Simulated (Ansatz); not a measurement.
## Ba2ZnP2: optical spectrum from first principles

Aim: the dielectric function of Ba2ZnP2, and the optical constants that follow from it.

Method: DFT, PBE, plane-wave PAW, default files, scalar-relativistic, independent-particle optical response without local fields, in Ansatz 0.2.0.

## (1) The starting structure

It takes space group Ibam (No. 72, orthorhombic). The conventional cell has a = 6.756 Å, b = 13.108 Å, c = 6.385 Å, α = 90.00°, β = 90.00°, γ = 90.00°. Ba has 2 Zn at 3.21 Å and 6 P at 3.31 to 3.47 Å nearest. Nearest to Zn lie 4 P at 2.51 Å and 2 Zn at 3.19 Å and 4 Ba at 3.21 Å. P has 2 Zn at 2.51 Å and 6 Ba at 3.31 to 3.47 Å nearest. Farther neighbours are not listed.

## (2) Ground state and bands

The self-consistent density comes first; it also tells whether there is a gap, which decides the occupations and the need for a Drude term.

This step: DFT, PBE, plane-wave PAW, default files, scalar-relativistic, ground state (Ansatz 0.2.0).

Contents of input.yaml:

```yaml
crystal:
  lattice:
    - [-3.378, 6.554, 3.1925]
    - [3.378, -6.554, 3.1925]
    - [3.378, 6.554, -3.1925]
  atoms:
    - { symbol: Ba, position: [0.8597, 0.30882, 0.16852] }
    - { symbol: Ba, position: [0.1403, 0.69118, 0.83148] }
    - { symbol: Ba, position: [0.6403, 0.80882, 0.44912] }
    - { symbol: Ba, position: [0.3597, 0.19118, 0.55088] }
    - { symbol: Zn, position: [0.75, 0.75, 0.0] }
    - { symbol: Zn, position: [0.25, 0.25, 0.0] }
    - { symbol: P, position: [0.60649, 0.29992, 0.90641] }
    - { symbol: P, position: [0.39351, 0.70008, 0.09359] }
    - { symbol: P, position: [0.89351, 0.79992, 0.69343] }
    - { symbol: P, position: [0.10649, 0.20008, 0.30657] }
kpoints:
  mp_grid: { grid: [5, 5, 5] }
  band_path:
    path:
      - [[0.0, 0.0, 0.0], [0.30931833, 0.30931833, -0.30931833], [0.12573031, 0.49290635, -0.12573031], [0.0, 0.5, 0.0], [0.25, 0.25, 0.25], [0.5, 0.0, 0.0], [0.69068167, -0.30931833, 0.30931833], [0.5, -0.5, 0.5], [0.0, 0.0, 0.0], [-0.31641198, 0.31641198, 0.31641198], [0.0, 0.0, 0.5], [0.25, 0.25, 0.25]]
      - [[-0.12573031, 0.50709365, 0.12573031], [-0.31641198, 0.31641198, 0.31641198]]
      - [[0.31641198, -0.31641198, 0.68358802], [0.5, -0.5, 0.5]]
    npoints: 4
scf:
  occupations: { method: fermi_dirac, width: 0.05 }
  n_extra_bands: 14
hamiltonian:
  xc: pbe
  pseudopotentials: { kind: paw }
output:
  forces: true
  stress: true
  populations: true
  write_bands: true
```

Command:

```bash
ansatz run input.yaml --threads 4 --pin off --max-ram 8192MiB --backend cpu --events-out ev --progress --plain --runs-dir out
```

Then come: spectrum; static response with local fields. Settings of the main run: response mesh 6×6×6, line width 0.15 eV, cutoff 420 eV, fixed occupations.

Q: Predict the main peak of Im epsilon, first axis; and electronic dielectric constant ε∞, mean over x, y and z.

At this level (PBE, independent particles) Ba2ZnP2 has a mean ε∞ = 11.0 (9.73 with local fields) and n = 3.37 at 1550 nm (E ∥ x); absorption sets in near 1.0 eV, and Im ε peaks at 4.0 eV (E ∥ x). The gap is indirect (0.67 eV), so absorption without phonons can begin only at the direct gap of 0.80 eV. The absorption coefficient passes 10⁴ cm⁻¹ at 0.97 eV, in the infrared, so it absorbs across the visible.

* gap on the path: 0.674 eV
* least direct gap on the path: 0.801 eV
* electronic dielectric constant ε∞, mean over x, y and z (by symmetry where fewer were run) (independent particles): 11.0
* absorption onset, first axis (α over 10⁴ cm⁻¹, or the direct gap if that lies higher): 0.967 eV
* main peak of Im epsilon, first axis: 4.01 eV
* photocurrent from vertical transitions in a film 500 nm thick on a perfect mirror (two passes), AM1.5G, no front reflection, all carriers collected: 47.4 mA/cm²
* electronic dielectric constant ε∞, mean over x, y and z (by symmetry where fewer were run) (static response with local fields): 9.73

Distinct maxima of Im ε, read by a parabola through the highest points, lie at 4.01 eV (12) and 10.55 eV (1.7) for E ∥ x. The static values by axis are 10.26 (x), 10.46 (y), 12.21 (z). The f-sum over the summed bands holds 61.4 of the cell's 84 electrons outside the frozen cores, 32 of which lie in bands more than 12 eV below the Fermi level, whose transitions come at higher energies. Up to 14 eV the strength has a mean oscillator energy of 4.4 eV, close to the main peak. A polished face would reflect 37 % of daylight and look grey (CIE x = 0.312, y = 0.324 under D65). With local fields and the functional's kernel the static response is 9.73 against 11.0 for independent particles (-11 %). In the base spectrum excitons and phonon-assisted transitions are missing, and so are local fields; PBE gaps are as a rule too small, which pulls the onset down and ε∞ up. In the base run ε includes the program's bounded estimate of what the bands above those summed add. Spin-orbit coupling is left out although heavy atoms are present.

[Logs are printed without paths, hosts, clocks, repeated set-up lines and the standing remarks that a program may print on its own settings, such as how far it seeks lower states.]

[Hosts, paths, dates, database ids (printed as entryN), source tags and the programs' standing remarks are cut or masked in the printed files.]
